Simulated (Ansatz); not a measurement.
# Twisted h-SiC/h-AlN monolayer on bilayer, 52.66° (366 atoms): repeated cells from small to large, part 2 of 2

Wanted: cost and convergence against size for twisted h-SiC/h-AlN monolayer on bilayer, 52.66° (366 atoms).

Ansatz 0.2.0; Kohn-Sham DFT, PBEsol, PAW (set soft_2), plane waves.

The cell: 122 Si, 122 C, 61 Al and 61 N. The functional has no dispersion term. Beside vacuum, support functions can miss their usual error bounds without a warning.

So far. Step 5 (Support functions, 1464 atoms): The energy lies 2.29 meV/atom below the dense-mesh reference. Step 6 (Truncated density matrix, 1464 atoms): The energy lies 2.29 meV/atom below the dense-mesh reference.

### 7. Support functions, 3294 atoms

The repeated cell is solved at Γ in support functions.

This step: Kohn-Sham DFT, PBEsol, PAW (set soft_2), localised support functions (medium) (Ansatz 0.2.0).

Contents of input.yaml:

```yaml
crystal:
  lattice:
    - [24.3289, 0.0, 0.0]
    - [-12.16445, 21.06945, 0.0]
    - [0.0, 0.0, 18.58]
  atoms:
    [... the 366 atom lines of step 2 ...]
  supercell: [3, 3, 1]
kpoints:
  mp_grid: { grid: [1, 1, 1] }
hamiltonian:
  xc: pbesol
scf:
  occupations: { method: fixed }
  eigensolver: { kind: { support_functions: { accuracy: medium } } }
  mixing: { beta: 0.2 }
  max_iter: 150
output:
  forces: true
```

On the command line:

```
ansatz run input.yaml --threads 5 --pin off --max-ram 81920MiB --backend cuda --events-out ev --progress --plain --runs-dir out
```

Numbers of over 12 decimals in the logs are rounded to 6 here.

What it wrote:

```text
[...]
GPU FFT provider: cuFFT
GPU libraries: cuBLAS 13.8.2, cuFFT 12.4.0, cuSOLVER 12.3.4
Crystal: 3294 atoms, lattice volume = 85716.394 Å³
Basis set: ecut = 420 eV, 1674909 PW (Γ), exchange–correlation on 1000×1000×250 points (8 copies of the dense FFT grid, shifted against one another)
Bands: 7906, of which v1, the nominal top of the filled ones, is band 6588 counted from 1 (6587 counted from 0)
Symmetry: 1 space group operations
k-points: 1
[...]
GPU buffer pool allocated for 31250000 grid points (all kernels)
[...]
SCF iter   1: F=—  HF=-1451948.574263 eV  |F-HF|=—  |Δ(HF+E_count)|=         —  Δρ=1.09e-1  dr2=1.40e4  ethr=1.00e-1
[...]
SCF iter  19: F=—  HF=-1449287.624480 eV  |F-HF|=—  |Δ(HF+E_count)|=   1.22e-2  Δρ=3.55e-6  dr2=2.09e-5  ethr=2.92e-10  κ⁻¹=9.0e-6(r=7)
SCF iter  20: F=-1449287.624485 eV  HF=-1449287.624487 eV  |F-HF|=2.51e-6  |Δ(HF+E_count)|=   7.80e-6  Δρ=1.82e-6  dr2=4.55e-6  ethr=1.59e-10
SCF 1 converged in 20 iterations: F = -1449287.898632 eV  dr2 = 4.55e-6
[...]
SCF converged after 20 iterations
[...]
Free energy (F): -1449287.898632 eV
[...]
Internal energy: -1449287.898632 eV  (E = F + TS)
E sigma→0 (E₀):  -1449287.898632 eV
Fermi energy:    0.657946 eV
[...]
Σ components = -1449287.898632   (vs F -1449287.898632, Δ=0.00e0)
--- Forces (eV/Å), atoms counted from 1 ---
  atom   1  Si    -0.30997256    -0.05941674     0.02847502
  atom   2  C      0.18623807    -0.13953343    -0.07243236
  atom   3  Si    -0.11605783    -0.49770687     0.02667364
  atom   4  C     -0.16231024     0.37544438    -0.09370711
  atom   5  Si    -0.20280202    -0.05220831     0.00065920
  atom   6  C      0.09563640     0.17115045    -0.12638418
  [... forces on the other 3288 atoms ...]
  max |Σ_I F_I| component: 6.76e-2 eV/Å
--- Band table (eV) ---
[... left out ...]
  guard bands above this table: 1145 of the run's 7906 bands (output.publish_guard_bands: true publishes all)
```

Run time: 4.9 min. Hardware: 1 × NVIDIA H100 80GB HBM3 with 5 threads of AMD EPYC 7R13 (Zen 3), shared host; peak memory 37 GiB.

That memory is the host's; the program planned up to 43.1 GiB on the GPU.

The program repeats the typed cell 3×3×1 times, 3294 atoms in all; totals in the log are those of the whole repeated cell, and force differences are taken after averaging over the copies of each atom.

The energy lies 2.29 meV/atom below the dense-mesh reference.

### 8. Truncated density matrix, 3294 atoms

Cutting the density matrix at a range is meant to remove the step that grows fastest with size; it needs a cell with a gap.

This step: Kohn-Sham DFT, PBEsol, PAW (set soft_2), localised support functions (medium), truncated density matrix (Ansatz 0.2.0).

input.yaml, the sections that differ from step 7:

```yaml
scf:
  occupations: { method: fixed }
  eigensolver:
    kind:
      support_functions: { accuracy: medium, density_matrix: { truncated: {} } }
    mixed_precision: true
  mixing: { beta: 0.2 }
  max_iter: 150
# crystal, kpoints, hamiltonian, output: as in step 7
```

Wall time 5.1 min (1 × NVIDIA H100 80GB HBM3 with 5 threads); peak memory 37 GiB.

That memory is the host's; the program planned up to 40.6 GiB on the GPU.

The program repeats the typed cell 3×3×1 times, 3294 atoms in all; totals in the log are those of the whole repeated cell, and force differences are taken after averaging over the copies of each atom.

It converged in 22 SCF cycles; the log is left out.

The energy lies 2.29 meV/atom below the dense-mesh reference.

### 9. Truncated density matrix, 5856 atoms

Cutting the density matrix at a range is meant to remove the step that grows fastest with size; it needs a cell with a gap.

Changes to input.yaml since step 8:

```diff
@@ -7,3 +7,3 @@
     [... the 366 atom lines of step 2 ...]
-  supercell: [3, 3, 1]
+  supercell: [4, 4, 1]
 kpoints:
```

What it wrote:

```text
Warning: scf.eigensolver.kind.support_functions: disabling space-group detection — the functions' gradient is summed over unrotated k-points, so no spatial operation reduces the k-mesh or symmetrises the density; time reversal is kept, so that k and −k are solved as one point where they differ and the mesh holds both, and exact exchange and, on two spinor components, a DFT+U term hold to it where the run has them: [...]
settings of this run that can trade accuracy for cost: scf.eigensolver.mixed_precision: true; scf.eigensolver.kind.support_functions; scf.eigensolver.kind.support_functions.density_matrix.truncated [...]
Engine: ansatz 0.2.0, x86_64-unknown-linux-gnu
Pseudopotentials: kind: paw
Pseudopotential: Si, paw, valence charge 4, recommended cutoff 420 eV (normal), Si.paw.azcp
Pseudopotential: C, paw, valence charge 4, recommended cutoff 420 eV (normal), C.paw.azcp
Pseudopotential: Al, paw, valence charge 3, recommended cutoff 420 eV (normal), Al.paw.azcp
Pseudopotential: N, paw, valence charge 5, recommended cutoff 420 eV (normal), N.paw.azcp
[... 3 lines on functional and potentials left out ...]
Error: memory limit exceeded: the `scf loop` phase needs 95.54 GiB against the run's memory maximum of 80.00 GiB; largest carriers: solver state kept on the host 42.84 GiB, density buffers mirrored for solves 17.71 GiB, ion tables 10.63 GiB, iteration grids 6.38 GiB, support function tables 4.47 GiB; [...]
with nothing else changed it takes a maximum of at least 95.55 GiB, with nothing to spare, and 105.10 GiB leaves up to a tenth: --max-ram 105.10GiB where that set the maximum, else more of the term that did, and with no share typed, where 105.10 GiB is over 0.88 of the host's memory or its container's limit, [...]
```

The job ended after 21 s (1 × NVIDIA H100 80GB HBM3 with 5 threads; peak memory 13 GiB).

That memory is the host's.

The program repeats the typed cell 4×4×1 times, 5856 atoms in all; totals in the log are those of the whole repeated cell, and force differences are taken after averaging over the copies of each atom.

The input was rejected at the start.

The program's message: “Error: memory limit exceeded: the `scf loop` phase needs 95.54 GiB against the run's memory maximum of 80.00 GiB; largest carriers: solver state kept on the host 42.84 GiB, density buffers mirrored fo …”

The refusal is over memory: the job needs 95.54 GiB where 80.00 GiB were allowed.

### 10. Truncated density matrix, 5856 atoms

After the refusal for memory the run is tried again with basis.xc_grid typed, in the hope of saving memory. Against the reference, the k-mesh goes from 3×3×1 to 1×1×1, the basis becomes support functions and the exchange-correlation grid changes.

Changes to input.yaml since step 9:

```diff
@@ -22 +22,3 @@
   forces: true
+basis:
+  xc_grid: 1
```

What it wrote:

```text
Warning: scf.eigensolver.kind.support_functions: disabling space-group detection — the functions' gradient is summed over unrotated k-points, so no spatial operation reduces the k-mesh or symmetrises the density; time reversal is kept, so that k and −k are solved as one point where they differ and the mesh holds both, and exact exchange and, on two spinor components, a DFT+U term hold to it where the run has them: [...]
Warning: support functions under the default level of basis.xc_grid: at basis.xc_grid: 1 exchange and correlation are summed on fewer points, where forces can miss the bounds of the functions' level; take no difference of energies between a run at 1 and one at another level, and run at basis.xc_grid: [...]
settings of this run that can trade accuracy for cost: scf.eigensolver.mixed_precision: true; scf.eigensolver.kind.support_functions; scf.eigensolver.kind.support_functions.density_matrix.truncated [...]
Engine: ansatz 0.2.0, x86_64-unknown-linux-gnu
Pseudopotentials: kind: paw
Pseudopotential: Si, paw, valence charge 4, recommended cutoff 420 eV (normal), Si.paw.azcp
Pseudopotential: C, paw, valence charge 4, recommended cutoff 420 eV (normal), C.paw.azcp
Pseudopotential: Al, paw, valence charge 3, recommended cutoff 420 eV (normal), Al.paw.azcp
Pseudopotential: N, paw, valence charge 5, recommended cutoff 420 eV (normal), N.paw.azcp
[... 3 lines on functional and potentials left out ...]
Error: memory limit exceeded: the `scf loop` phase needs 89.52 GiB against the run's memory maximum of 80.00 GiB; largest carriers: solver state kept on the host 42.84 GiB, density buffers mirrored for solves 18.98 GiB, iteration grids 8.93 GiB, support function tables 4.47 GiB, ion tables 3.54 GiB; [...]
with nothing else changed it takes a maximum of at least 89.52 GiB, with nothing to spare, and 98.47 GiB leaves up to a tenth: --max-ram 98.47GiB where that set the maximum, else more of the term that did, and with no share typed, where 98.47 GiB is over 0.88 of the host's memory or its container's limit, [...]
```

Elapsed: 24 s, on 1 × NVIDIA H100 80GB HBM3 with 5 threads; peak memory 12 GiB.

That memory is the host's.

The program repeats the typed cell 4×4×1 times, 5856 atoms in all; totals in the log are those of the whole repeated cell, and force differences are taken after averaging over the copies of each atom.

The program refused the input before any cycle.

The program's message: “Error: memory limit exceeded: the `scf loop` phase needs 89.52 GiB against the run's memory maximum of 80.00 GiB; largest carriers: solver state kept on the host 42.84 GiB, density buffers mirrored fo …”

The refusal is over memory: the job needs 89.52 GiB where 80.00 GiB were allowed.

Runs without a result: truncated density matrix, 5856 atoms (refused); truncated density matrix, 5856 atoms (refused).

### 11. All sizes together

Differences are against the typed cell on a 3×3×1 mesh, which samples like Γ on 3294 atoms (r.m.s. force component 0.327 eV/Å, gap 1.70 eV). Every repeated cell is solved at Γ, and forces are averaged over the copies of each atom. Hardware: 1 × NVIDIA H100 80GB HBM3 with 5 threads of AMD EPYC 7R13 (Zen 3), shared host.

| atoms | repeats | basis | Δ force, r.m.s. (meV/Å) | Δ energy (meV/atom) | less plane waves of the same size (meV/atom) | gap (eV) | spread among copies (meV/Å) | SCF cycles | time | host memory (GiB) | planned on the GPU (GiB) |
| --- | --- | --- | --- | --- | --- | --- | --- | --- | --- | --- | --- |
| 366 | 1×1×1 | plane waves | 0.681 | 0.229 | - | 1.82 | - | 10 | 6.3 s | 2.4 | 28 |
| 366 | 1×1×1 | support functions | 0.678 | -2.07 | -2.3 | 1.82 | - | 19 | 11 s | 2.6 | 11 |
| 1464 | 2×2×1 | support functions | 0.211 | -2.29 | - | 1.68 | 0.041 | 20 | 52 s | 7.9 | 39 |
| 1464 | 2×2×1 | truncated density matrix | 0.218 | -2.29 | - | - | 0.038 | 21 | 59 s | 7.8 | 40 |
| 3294 | 3×3×1 | support functions | 0.215 | -2.29 | - | 1.70 | 0.041 | 20 | 4.9 min | 37 | 43 |
| 3294 | 3×3×1 | truncated density matrix | 0.207 | -2.29 | - | - | 0.036 | 22 | 5.1 min | 37 | 41 |

### 12. What the reference run shows

With the settings judged, the reference run is read for its physics.

Length of the force by element:

| element | coordination | atoms | mean length of the force (eV/Å) | spread | least | most |
| --- | --- | --- | --- | --- | --- | --- |
| Al | all | 61 | 0.540 | 0.247 | 0.0625 | 1.16 |
| C | all | 122 | 0.518 | 0.212 | 0.101 | 1.14 |
| N | all | 61 | 0.533 | 0.249 | 0.145 | 1.34 |
| Si | all | 122 | 0.489 | 0.238 | 0.0235 | 1.15 |

Löwdin charges by element (they lack the spilled electrons, 0.045 e an atom on average):

| element | coordination | atoms | mean charge (e) | spread | least | most |
| --- | --- | --- | --- | --- | --- | --- |
| Al | all | 61 | 1.13 | 0.0056 | 1.12 | 1.14 |
| C | all | 122 | -0.976 | 0.0079 | -0.997 | -0.961 |
| N | all | 61 | -1.07 | 0.0056 | -1.08 | -1.05 |
| Si | all | 122 | 1.08 | 0.0161 | 1.04 | 1.11 |

By region:

| region | atoms | mean length of the force (eV/Å) |
| --- | --- | --- |
| layer 1 | 122 | 0.492 |
| layer 2 | 122 | 0.515 |
| layer 3 | 122 | 0.536 |

Density of states as counts of states in windows of 1 eV (from the Fermi level), total and the larger projections:

| from (eV) | to (eV) | total | C p | Si p | N p | Al p | Si s |
| --- | --- | --- | --- | --- | --- | --- | --- |
| -10 | -9 | 0.0 | 0.0 | 0.0 | 0.0 | 0.0 | 0.0 |
| -9 | -8 | 22.4 | 11.7 | 3.0 | 0.0 | 0.0 | 7.0 |
| -8 | -7 | 83.7 | 42.3 | 10.2 | 0.1 | 0.1 | 25.7 |
| -7 | -6 | 47.3 | 24.0 | 8.0 | 0.0 | 0.0 | 9.3 |
| -6 | -5 | 86.5 | 35.1 | 18.5 | 14.5 | 2.5 | 6.1 |
| -5 | -4 | 161.1 | 55.4 | 33.0 | 42.0 | 7.2 | 5.4 |
| -4 | -3 | 175.6 | 83.2 | 42.9 | 29.1 | 7.0 | 3.5 |
| -3 | -2 | 205.5 | 89.0 | 37.4 | 56.4 | 13.7 | 1.4 |
| -2 | -1 | 207.6 | 66.1 | 22.7 | 96.8 | 16.8 | 0.1 |
| -1 | 0 | 106.6 | 47.4 | 8.3 | 43.9 | 3.5 | 0.0 |
| 0 | 1 | 1.7 | 1.0 | 0.1 | 0.6 | 0.0 | 0.0 |
| 1 | 2 | 27.0 | 3.8 | 19.9 | 0.3 | 0.4 | 0.3 |
| 2 | 3 | 79.6 | 11.5 | 48.9 | 1.2 | 2.8 | 2.2 |
| 3 | 4 | 136.4 | 20.2 | 41.9 | 2.4 | 5.9 | 18.8 |
| 4 | 5 | 148.8 | 23.5 | 31.3 | 5.2 | 15.3 | 20.3 |

With fixed occupations the program's Fermi level is the highest filled level; weight inside the gap is the broadening of levels at its edges.

Between -15 and -10 eV lie 366 more states.

The levels nearest the highest filled one (over half full), pooled over k-points and spins:

| level less the highest filled one (eV) | occupation |
| --- | --- |
| -0.0229 | 2 |
| -0.0038 | 2 |
| -0.0036 | 2 |
| -0.0028 | 2 |
| -0.0019 | 2 |
| 0 | 2 |
| 1.70 | 0 |
| 1.70 | 0 |
| 1.70 | 0 |
| 1.72 | 0 |
| 1.73 | 0 |
| 1.73 | 0 |

Mean Löwdin charges: Al +1.13, C -0.98, N -1.07, Si +1.08 e (they miss 1.1 % of the electrons, so they add up to more than the cell's charge).

### 13. What came out

```
free energy per atom                             : -439.9758 eV/atom
r.m.s. force component                           : 0.3265 eV/Å
gap (highest filled to lowest empty level) : 1.7 eV
wall time of the 7 DFT runs                      : 13 min
```

In words: With support functions, the time grows as the 2.1 power of the atom count between the two largest sizes, 1464 and 3294 atoms. With the truncated density matrix, the time grows as the 2.0 power of the atom count between the two largest sizes, 1464 and 3294 atoms. At 3294 atoms truncation (run in mixed precision) changes the energy by +0.0002 meV/atom and takes 1.0 times the time of the full density matrix. At equal size the support functions lie 2.3 meV/atom below plane waves, likely because their grid holds more waves than 420 eV; no run tests this. At the largest size the support functions' forces differ from the reference by 0.066 % of the r.m.s. force, where they sample the same k-points. In some support-function runs the search for missed states was left out or partial.

Between filled and empty levels lie 1.70 eV (on the run's k-points); a semilocal functional tends to put such gaps too low.

**Limits.** The geometry was built by rule, was displaced at random and isn't relaxed at this level: its force components are 0.33 eV/Å r.m.s.

[Logs are printed without paths, hosts, clocks, repeated set-up lines and the standing remarks that a program may print on its own settings, such as how far it seeks lower states.]

[Hosts, paths, dates, database ids (printed as entryN), source tags and the programs' standing remarks are cut or masked in the printed files.]
